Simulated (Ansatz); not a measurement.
# Phonon-limited resistivity of Ni(111) film of 2 layers, part 4 of 4

Wanted: the electron–phonon coupling λ, α²F(ω) and the phonon-limited resistivity of Ni(111) film of 2 layers, on meshes from cheap to dear.

Ansatz 0.2.0; DFT PBE, scalar-relativistic, plane waves, PAW.

So far, log mean phonon energy ħω_log, spin up (meV): step 5 (electron–phonon run: q 2×2×1, k 8×8×1, scattering 12×12×1) 11.9; step 6 (k-mesh 12×12×1, scattering mesh 18×18×1, q mesh 3×3×1) 12.2. Also resistivity at 300 K (μΩ cm): step 5 12.3; step 6 14.2.

**7. Coupling and resistivity: q 3×3×1, k 12×12×1, scattering 24×24×1**

The next rung changes the scattering mesh, which samples the Fermi surface.

The input, input.yaml:

```yaml
crystal:
  lattice:
    - [2.425417036, 0.0, 0.0]
    - [-1.212708518, 2.1004727679, 0.0]
    - [0.0, 0.0, 27.8645450283]
  atoms:
    - { symbol: Ni, position: [0.0, 0.0, 0.197748515], spin: 0.84 }
    - { symbol: Ni, position: [0.3333333333, 0.6666666667, 0.269952285], spin: 0.84 }
  periodic: [true, true, false]
kpoints:
  mp_grid: { grid: [12, 12, 1] }
hamiltonian:
  xc: pbe
scf:
  occupations: { method: gaussian, width: 0.15 }
output:
  eigenvalues: true
  populations: true
magnetization:
  spin_polarized: true
phonons:
  method: dfpt
  qmesh: [3, 3, 1]
  temperatures: { t_max: 1000, t_step: 50 }
  qpath:
    path:
      - [0.0, 0.0, 0.0]
      - [0.5, 0.0, 0.0]
      - [0.33333333, 0.33333333, 0.0]
      - [0.0, 0.0, 0.0]
    npoints: 10
  electrical_resistivity:
    mesh: [24, 24, 1]
    temperatures: [20.0, 50.0, 77.0, 100.0, 150.0, 200.0, 300.0, 400.0, 600.0, 800.0]
```

Command:

```
$ ansatz run input.yaml --threads 4 --pin off --max-ram 16384MiB --backend cpu --events-out ev --progress --plain --runs-dir out
```

Numbers of over 12 decimals in the logs are rounded to 6 here.

Log:

```text
[...]
Crystal: 2 atoms, lattice volume = 141.957 Å³
Basis set: ecut = 420 eV, 2691 PW (Γ), exchange–correlation on 36×36×384 points (8 copies of the dense FFT grid, shifted against one another)
Bands: 23, of which v1, the nominal top of the filled ones, is band 18 counted from 1 (17 counted from 0)
Symmetry: 12 space group operations
[...]
k-points: 19 of 144
[...]
Starting moments: Σ|m| = 1.68 μB on 2 of 2 sites
[...]
SCF 1 converged in 12 iterations: F = -11678.209457 eV  dr2 = 2.75e-9
[...]
k-points: 19 of 144 (irreducible under 6 space group operations, time reversal used)
[...]
SCF iter  11: F=-11678.209457 eV  HF=-11678.209457 eV  |F-HF|=5.64e-11  |Δ(HF+E_count)|=  3.82e-11  Δρ=1.92e-8 (↑1.92e-8 ↓1.82e-8)  dr2=9.19e-13  dr2_m=1.46e-15  M=1.275 μB ∫|m|=1.482 μB  ethr=1.00e-12  ⟨swp⟩=9.2  Hψ=5935  notcnv=0
SCF 2 converged in 11 iterations: F = -11678.209457 eV  dr2 = 9.19e-13
[...]
SCF iter  11: F=-11678.209457 eV  HF=-11678.209457 eV  |F-HF|=1.64e-11  |Δ(HF+E_count)|=  3.82e-11  Δρ=1.90e-8 (↑1.90e-8 ↓1.80e-8)  dr2=8.99e-13  dr2_m=1.41e-15  M=1.275 μB ∫|m|=1.482 μB  ethr=1.00e-12  ⟨swp⟩=2.6  Hψ=2772  notcnv=0
SCF 3 converged in 11 iterations: F = -11678.209457 eV  dr2 = 8.99e-13
[...]
SCF converged after 11 iterations
Magnetization: 1.2755 μB (18.6377 up, 17.3623 down)
Absolute magnetization: 1.4833 μB (∫|ρ↑−ρ↓|, with the PAW one-centre terms)
[...]
Per-site moments (μB) at R_I (Å): [(0.679959, 1.000485), (0.679959, 1.000485)]
Free energy (F): -11678.209457 eV
[...]
Internal energy: -11678.161374 eV  (E = F + TS)
E sigma→0 (E₀):  -11678.185415 eV
Entropy (-TS):   -0.048084 eV (-24.042 meV/atom)
Fermi energy:    -5.068667 eV
[...]
--- Band table (eV; the first three rows and the last of 38) ---
  k-point 0 ↑: bands = [... 14 lower, -7.2915, -6.6959, -6.1184, -6.1184, -5.6910, -5.6910, -4.7918, -0.4030, ... 1 higher]
  k-point 1 ↑: bands = [... 14 lower, -7.1939, -6.7834, -6.1747, -6.1575, -5.9091, -5.6871, -4.0949, -0.1823, ... 1 higher]
  k-point 2 ↑: bands = [... 14 lower, -6.9678, -6.9186, -6.5695, -6.2340, -5.6864, -5.4791, -2.8810, 0.4788, ... 1 higher]
  k-point 18 ↓: bands = [... 14 lower, -6.7586, -5.6536, -5.0770, -5.0770, 1.0487, 1.4264, 1.4264, 4.0128, ... 1 higher]
[...]
ASR residual: 4.442e-5 → 0.000e0 eV/Å²; symmetrization residual: 1.049e-7 eV/Å²
[...]
ASR residual per site (eV/Å²): 4.44e-5 4.44e-5
  Γ frequencies (cm⁻¹): 0.00 0.00 0.00 99.48 99.48 236.80
--- Phonons (arbitrary-q DFPT): 3 irreducible q on the 3×3×1 mesh ---
[...]
interpolated dispersion: 31 rows × 6 modes
[...]
--- Electrical resistivity: potentials and phonons of a 3×3×1 supercell ---
[...]
at the Fermi level of each mesh (of a tensor half of its trace):
[...]
24×24×1     up              0.3706              2.1312    0.0860    0.0648          12.364
        24×24×1   down              2.7750              1.7525    0.4668    0.5101          17.435
        12×12×1     up              0.3880              2.2501    0.0932    0.0725          12.459
        12×12×1   down              2.4109              1.7437    0.3590    0.4074          18.215
          6×6×1     up              0.3111              2.0938    0.0523    0.0546          16.615
          6×6×1   down              2.6784              1.6511    0.3984    0.4628          20.450
  resistivity on the deck's mesh, µΩ·cm:
[...]
20.00     2.4343e-2              no     2.4343e-2     2.4343e-2      0.0000e0       6.9057e-2         1.0428e-1
     50.00     5.7159e-1              no     5.7159e-1     5.7159e-1      0.0000e0       9.2247e-1          1.3246e0
     77.00      1.6446e0              no      1.6446e0      1.6446e0      0.0000e0        2.2525e0          3.0843e0
    100.00      2.7938e0              no      2.7938e0      2.7938e0      0.0000e0        3.5554e0          4.7871e0
    150.00      5.4853e0              no      5.4853e0      5.4853e0      0.0000e0        6.4821e0          8.6074e0
    200.00      8.1345e0              no      8.1345e0      8.1345e0      0.0000e0        9.3621e0          1.2349e1
    300.00      1.3224e1              no      1.3224e1      1.3224e1      0.0000e0        1.4974e1          1.9618e1
    400.00      1.8205e1              no      1.8205e1      1.8205e1      0.0000e0        2.0516e1          2.6791e1
    600.00      2.8168e1              no      2.8168e1      2.8168e1      0.0000e0        3.1645e1          4.1151e1
    800.00      3.8259e1              no      3.8259e1      3.8259e1      0.0000e0        4.3081e1          5.5618e1
  sheet resistance at 20 K: 0.08736 Ω
[...]
sheet resistance at 50 K: 2.051 Ω
[...]
sheet resistance at 77 K: 5.902 Ω
[...]
sheet resistance at 100 K: 10.03 Ω
[...]
sheet resistance at 150 K: 19.69 Ω
[...]
sheet resistance at 200 K: 29.19 Ω
[...]
sheet resistance at 300 K: 47.46 Ω
[...]
sheet resistance at 400 K: 65.33 Ω
[...]
sheet resistance at 600 K: 101.1 Ω
[...]
sheet resistance at 800 K: 137.3 Ω
[...]
vibrations of 9 cells: unjudged by the run; compare a larger repeat
[...]
--- Löwdin populations: 2 sites ---
  site symbol       q [e]    m [muB]
     0     Ni     17.7922     0.6722
     1     Ni     17.7922     0.6722
  spilling = 0.011546 (of n_electrons = 36.000000)
```

Wall time 5.2 min (4 threads of Arm Neoverse V1, shared host); peak memory 1.6 GiB.

This step gave:

```
sheet resistance 300K                           : 47.46 Ω/square, mean in the plane
resistivity at 300 K                            : 13.22 μΩ cm, mean of the axes, of the whole cell with its vacuum
coupling λ by branch                            : 0.162, 0.057, 0.0609, 0.0618, 0.0502, 0.03 (branches by rank of frequency)
coupling constant λ, spin up                    : 0.08597
coupling constant λ, spin down                  : 0.4668
log mean phonon energy ħω_log, spin up          : 12.36 meV
log mean phonon energy ħω_log, spin down        : 17.44 meV
density of states at the Fermi level, spin up   : 0.3706 states/eV a spin and cell
density of states at the Fermi level, spin down : 2.775 states/eV a spin and cell
transport coupling constant λ_tr, spin up       : 0.06477, 0.06477, 0 (xx, yy, zz)
transport coupling constant λ_tr, spin down     : 0.5101, 0.5101, 0 (xx, yy, zz)
Drude plasma energy, spin up                    : 2.131, 2.131, 0 eV (xx, yy, zz)
Drude plasma energy, spin down                  : 1.753, 1.753, 0 eV (xx, yy, zz)
```

Solved on the 3×3×1 mesh alone; all other wavevectors are interpolated. Phonon branches along the path, in cm⁻¹:

| point | branch 1 | branch 2 | branch 3 | branch 4 | branch 5 | branch 6 |
| --- | --- | --- | --- | --- | --- | --- |
| Γ | 0 | 0 | 0 | 100 | 100 | 237 |
| halfway | 69 | 124 | 159 | 179 | 218 | 244 |
| M | 115 | 158 | 178 | 191 | 286 | 297 |
| halfway | 129 | 164 | 195 | 209 | 272 | 282 |
| K | 153 | 153 | 234 | 244 | 244 | 251 |
| halfway | 82 | 153 | 162 | 191 | 228 | 251 |
| Γ | 0 | 0 | 0 | 100 | 100 | 237 |

The phonon branches as a text plot (rows in cm⁻¹):

```
    291 |               ***********
    279 |             ******   ******
    266 |             **            ****   *********
    254 |           **                ************  **
    241 |***    ******                  ***       **  ***    ****
    229 |   ****                     ********       **   ****
    217 |         **                ****   ****
    204 |                         ***        *******  ***
    192 |       **      ************           ***  **
    179 |         ****************                **  ***
    167 |           **          ******       *********   **
    155 |     ******    ********      *******       **   **
    142 |       **  ****             ****  **         ***  **
    130 |   ****  **              ***        **       *****
    118 |   **            ********             ***         *****
    105 |***    **      **                        **     ********
     93 |   **        **
     80 |     **    **                              **
     68 |         **                                  ***  **
     56 |   **  **                                           ***
     43 | **  **                                         **
     31 | ****                                             *****
     19 |                                                    ***
      6 |***                                                    *
         Γ                   M           K                      Γ
```

One curve a spin channel. Eliashberg function α²F against phonon energy:

| phonon energy (meV) | α²F up | α²F tr up | α²F down | α²F tr down |
| --- | --- | --- | --- | --- |
| 2 | 1.0e-4 | 0 | 0.00279 | 9.4e-4 |
| 4 | 0.00503 | 7.6e-4 | 0.00316 | 0.00238 |
| 6 | 0.0250 | 0.00956 | 0.0103 | 0.00866 |
| 8 | 0.0207 | 0.0111 | 0.0233 | 0.0220 |
| 10 | 0.0162 | 0.0102 | 0.0448 | 0.0380 |
| 12 | 0.0178 | 0.0148 | 0.0876 | 0.0542 |
| 14 | 0.0236 | 0.0245 | 0.384 | 0.264 |
| 16 | 0.00997 | 0.0104 | 0.127 | 0.141 |
| 18 | 0.0139 | 0.0121 | 0.0817 | 0.107 |
| 20 | 0.0339 | 0.0389 | 0.283 | 0.402 |
| 22 | 0.0124 | 0.00920 | 0.109 | 0.134 |
| 24 | 0.0181 | 0.0237 | 0.159 | 0.223 |
| 26 | 0.0136 | 0.0226 | 0.123 | 0.166 |
| 28 | 0.0165 | 0.0224 | 0.0965 | 0.157 |
| 30 | 0.00877 | 0.0107 | 0.0948 | 0.0755 |
| 32 | 0.0274 | 0.0319 | 0.232 | 0.396 |
| 34 | 0.0426 | 0.0380 | 0.156 | 0.242 |
| 36 | 0.0159 | 0.0164 | 0.0680 | 0.130 |

Of the whole cell with its vacuum, so only the sheet resistance is a property of the layer; the means are those of the plane. Resistivity, by row:

| T (K) | ρ_xx (μΩ cm) | ρ_yy | ρ_zz | ρ by Ziman's lowest order, mean | ρ by relaxation times, mean | within 2 % of the coarser mesh |
| --- | --- | --- | --- | --- | --- | --- |
| 20 | 0.02434 | 0.02434 | - | 0.06906 | 0.1043 | no |
| 50 | 0.5716 | 0.5716 | - | 0.9225 | 1.325 | no |
| 77 | 1.645 | 1.645 | - | 2.253 | 3.084 | no |
| 100 | 2.794 | 2.794 | - | 3.555 | 4.787 | no |
| 150 | 5.485 | 5.485 | - | 6.482 | 8.607 | no |
| 200 | 8.134 | 8.134 | - | 9.362 | 12.35 | no |
| 300 | 13.22 | 13.22 | - | 14.97 | 19.62 | no |
| 400 | 18.21 | 18.21 | - | 20.52 | 26.79 | no |
| 600 | 28.17 | 28.17 | - | 31.65 | 41.15 | no |
| 800 | 38.26 | 38.26 | - | 43.08 | 55.62 | no |

The cell's resistivity over its height. Table of sheet resistance, along x by temperature:

| temperature (K) | sheet resistance, along x (Ω/square) |
| --- | --- |
| 20 | 0.0874 |
| 50 | 2.05 |
| 77 | 5.90 |
| 100 | 10.0 |
| 150 | 19.7 |
| 200 | 29.2 |
| 300 | 47.5 |
| 400 | 65.3 |
| 600 | 101 |
| 800 | 137 |

Some points of the scattering mesh along the symmetry lines, up to three branches each (those of largest λ), at most 39 rows; the frequencies are those of the scattering step, which can differ from the solved and plainly interpolated ones; single rows converge slowly. Mode couplings:

| q1 | q2 | q3 | branch | ħω (meV) | λ_q | half width (meV) |
| --- | --- | --- | --- | --- | --- | --- |
| 0.125 | 0 | 0 | 1 | 4.03 | 0.042 | 0.00337 |
| 0.125 | 0 | 0 | 4 | 15.1 | 0.0864 | 0.0973 |
| 0.125 | 0 | 0 | 5 | 18.08 | 0.0366 | 0.0592 |
| 0.2083 | 0 | 0 | 1 | 7.08 | 0.14 | 0.0347 |
| 0.2083 | 0 | 0 | 3 | 18.28 | 0.0455 | 0.0752 |
| 0.2083 | 0 | 0 | 5 | 24.21 | 0.0363 | 0.105 |
| 0.3333 | 0 | 0 | 1 | 11.41 | 0.327 | 0.21 |
| 0.3333 | 0 | 0 | 2 | 17.91 | 0.0422 | 0.0668 |
| 0.3333 | 0 | 0 | 5 | 31.54 | 0.0681 | 0.335 |
| 0.4583 | 0 | 0 | 1 | 14.1 | 0.522 | 0.513 |
| 0.4583 | 0 | 0 | 3 | 22.2 | 0.197 | 0.479 |
| 0.4583 | 0 | 0 | 5 | 35.25 | 0.0504 | 0.309 |
| 0.4583 | 0.0833 | 0 | 1 | 14.8 | 0.425 | 0.46 |
| 0.4583 | 0.0833 | 0 | 3 | 22.49 | 0.077 | 0.192 |
| 0.4583 | 0.0833 | 0 | 4 | 24.27 | 0.042 | 0.122 |
| 0.3333 | 0.3333 | 0 | 4 | 30.24 | 0.0716 | 0.324 |
| 0.3333 | 0.3333 | 0 | 5 | 30.24 | 0.0716 | 0.324 |
| 0.3333 | 0.3333 | 0 | 6 | 31.17 | 0.141 | 0.678 |
| 0.2083 | 0.2083 | 0 | 1 | 12.83 | 0.0697 | 0.0567 |
| 0.2083 | 0.2083 | 0 | 2 | 21.04 | 0.0415 | 0.0908 |
| 0.2083 | 0.2083 | 0 | 4 | 24.88 | 0.0588 | 0.18 |
| 0.125 | 0.125 | 0 | 1 | 7.31 | 0.0605 | 0.016 |
| 0.125 | 0.125 | 0 | 3 | 17.88 | 0.128 | 0.203 |
| 0.125 | 0.125 | 0 | 6 | 29.33 | 0.0738 | 0.314 |

Largest shares of lambda; single rows converge slowly. Strongest modes:

| q1 | q2 | q3 | star | branch | ħω (meV) | λ_q | half width (meV) |
| --- | --- | --- | --- | --- | --- | --- | --- |
| 0.04167 | 0.4583 | 0 | 12 | 1 | 14.38 | 0.4255 | 0.435 |
| 0.04167 | 0.4167 | 0 | 12 | 1 | 13.97 | 0.4161 | 0.4011 |
| 0.04167 | 0.375 | 0 | 12 | 1 | 13.19 | 0.3199 | 0.2749 |
| 0.08333 | 0.4167 | 0 | 12 | 1 | 14.58 | 0.303 | 0.3182 |
| 0.125 | 0.4167 | 0 | 12 | 1 | 15.29 | 0.3002 | 0.3468 |
| 0.04167 | 0.3333 | 0 | 12 | 1 | 12.12 | 0.2958 | 0.2149 |
| 0 | 0.04167 | 0 | 6 | 4 | 12.7 | 0.5788 | 0.4611 |
| 0.04167 | 0.2917 | 0 | 12 | 1 | 10.85 | 0.2779 | 0.1617 |

300 K. The cumulative share of the conductivity, along x by mean free path:

| mean free path (nm) | cumulative share of the conductivity, along x |
| --- | --- |
| 0.891 | 0.00265 |
| 1.12 | 0.00613 |
| 1.41 | 0.00908 |
| 1.78 | 0.0138 |
| 2.00 | 0.0171 |
| 2.51 | 0.0247 |
| 3.16 | 0.0445 |
| 3.98 | 0.0576 |
| 5.01 | 0.0739 |
| 6.31 | 0.0779 |
| 7.94 | 0.0787 |
| 8.91 | 0.0787 |
| 11.2 | 0.0788 |
| 14.1 | 0.0788 |
| 17.8 | 0.0788 |
| 22.4 | 0.0788 |
| 28.2 | 0.0789 |
| 35.5 | 0.0861 |
| 39.8 | 0.114 |
| 50.1 | 0.440 |
| 63.1 | 0.716 |
| 79.4 | 0.998 |

Resistivity by mesh:

| mesh | T (K) | mean rho (μΩ cm) |
| --- | --- | --- |
| 24x24x1 | 20 | 0.02434 |
| 24x24x1 | 300 | 13.22 |
| 24x24x1 | 800 | 38.26 |
| 12x12x1 | 20 | 0.02335 |
| 12x12x1 | 300 | 12.82 |
| 12x12x1 | 800 | 37.05 |
| 6x6x1 | 20 | 0.01217 |
| 6x6x1 | 300 | 12.76 |
| 6x6x1 | 800 | 37.95 |

Harmonic. Thermo, by row:

| T (K) | F_vib (meV/atom) | S (J/mol-atom/K) | C_V (J/mol-atom/K) |
| --- | --- | --- | --- |
| 0 | 34.05 | 0 | 0 |
| 50 | 33.63 | 2.582 | 5.481 |
| 100 | 30.6 | 9.387 | 14.49 |
| 150 | 23.92 | 16.26 | 19.12 |
| 200 | 13.93 | 22.1 | 21.35 |
| 250 | 1.17 | 27.01 | 22.54 |
| 300 | -13.93 | 31.18 | 23.23 |
| 350 | -31.05 | 34.8 | 23.66 |
| 400 | -49.92 | 37.98 | 23.95 |
| 450 | -70.35 | 40.81 | 24.15 |
| 500 | -92.17 | 43.36 | 24.29 |
| 550 | -115.2 | 45.68 | 24.4 |
| 600 | -139.5 | 47.81 | 24.48 |
| 650 | -164.8 | 49.77 | 24.55 |
| 700 | -191 | 51.59 | 24.6 |
| 750 | -218.2 | 53.29 | 24.64 |
| 800 | -246.2 | 54.88 | 24.68 |
| 850 | -275.1 | 56.38 | 24.71 |
| 900 | -304.7 | 57.79 | 24.73 |
| 950 | -335 | 59.13 | 24.75 |
| 1000 | -365.9 | 60.4 | 24.77 |

The modes, Ni has structure finer than the step of the table below, so its rows give means over 10 cm⁻¹, whole bins alone (the curve runs from -10 to 316 cm⁻¹). Peaks (cm⁻¹: height): 96.5: 0.0204, 116.9: 0.0341, 166.1: 0.0575, 182.4: 0.0620, 213.2: 0.0233, 235.7: 0.0396, 268.4: 0.0417.

Phonopy on the run's constants, 21x21x1 mesh, Gaussian sigma 2.3 cm⁻¹. The modes, Ni by wavenumber; means over each step:

| wavenumber (cm⁻¹) | modes, Ni (1/cm⁻¹/cell) |
| --- | --- |
| 0 | 6.5e-4 |
| 10 | 0.00129 |
| 20 | 0.00239 |
| 30 | 0.00430 |
| 40 | 0.00445 |
| 50 | 0.00652 |
| 60 | 0.00617 |
| 70 | 0.00910 |
| 80 | 0.0105 |
| 90 | 0.0101 |
| 100 | 0.0156 |
| 110 | 0.0236 |
| 120 | 0.0254 |
| 130 | 0.0232 |
| 140 | 0.0187 |
| 150 | 0.0265 |
| 160 | 0.0448 |
| 170 | 0.0391 |
| 180 | 0.0437 |
| 190 | 0.0442 |
| 200 | 0.0273 |
| 210 | 0.0191 |
| 220 | 0.0128 |
| 230 | 0.0203 |
| 240 | 0.0227 |
| 250 | 0.0207 |
| 260 | 0.0320 |
| 270 | 0.0367 |
| 280 | 0.0292 |
| 290 | 0.0159 |
| 300 | 0.00313 |
| 310 | 9.0e-7 |

Some states were left unconverged by the eigensolver. By its own test the run is not converged in the mesh. λ = 0.422 and 47.5 Ω per square at 300 K, against 0.401 and 51.0 in the run with q 3×3×1, k 12×12×1, scattering 18×18×1 (+5.2 % and -6.9 %). By the run's own test λ of one spin channel moves by 23 % between its two finest scattering meshes.

**8. Results**

| Quantity | Value |
| --- | --- |
| run | PBE, q 3×3×1, k 12×12×1, scattering 24×24×1 |
| coupling constant λ | spin up: 0.0860; spin down: 0.467 |
| log mean phonon energy ħω_log | spin up: 12.4 meV; spin down: 17.4 meV |
| states at the Fermi level | spin up: 0.371 states/eV/spin/cell; spin down: 2.77 states/eV/spin/cell |
| sheet resistance at 300 K | 47.5 Ω per square |
| change between its two finest scattering meshes | λ 23 %, resistivity at 300 K 3 % |
| time of that run | 5.2 min |

On the last rung that gave a resistivity at the base settings (q 3×3×1, k 12×12×1, scattering 24×24×1), Ni(111) film of 2 layers has λ = 0.42 and a phonon-limited sheet resistance of 47.5 Ω per square at 300 K. The coupling is moderate (λ = 0.42), so phonons raise the electrons' mass at the Fermi surface by about 42 % in the mean of the spin channels, weighted by their densities of states, if this value holds on finer meshes. By the run's own test λ moves by 23 % between the two scattering meshes. Values of ρ(T) under 50 K rest on the softest modes, mostly interpolated ones, and are the least sure of the table. The three lowest branches give 66 % of λ. By the run's own test, which takes the component that moves most, the resistivity at 300 K moves by 3 % between its two finest scattering meshes; this does not test the q and k meshes. In the run quoted no mode is imaginary at the wavevectors of the 3×3×1 mesh; wavevectors off that mesh are interpolated. Only scattering by harmonic phonons counts; impurities, grain boundaries, magnons and spin disorder and thermal expansion are left out. The magnetic order is the one started from and need not be the ground state. The resistivity belongs to the whole cell, vacuum included; the sheet resistance is the quantity that does not depend on the vacuum. The c of the given cell is the typed one; the program laid its own vacuum and ran the layer in a cell 27.9 Å high. The structure was built by hand as an ordered model, and its stability against other phases was not tested.

[Logs are printed without paths, hosts, clocks, repeated set-up lines and the standing remarks that a program may print on its own settings, such as how far it seeks lower states.]

[Hosts, paths, dates, database ids (printed as entryN), source tags and the programs' standing remarks are cut or masked in the printed files.]
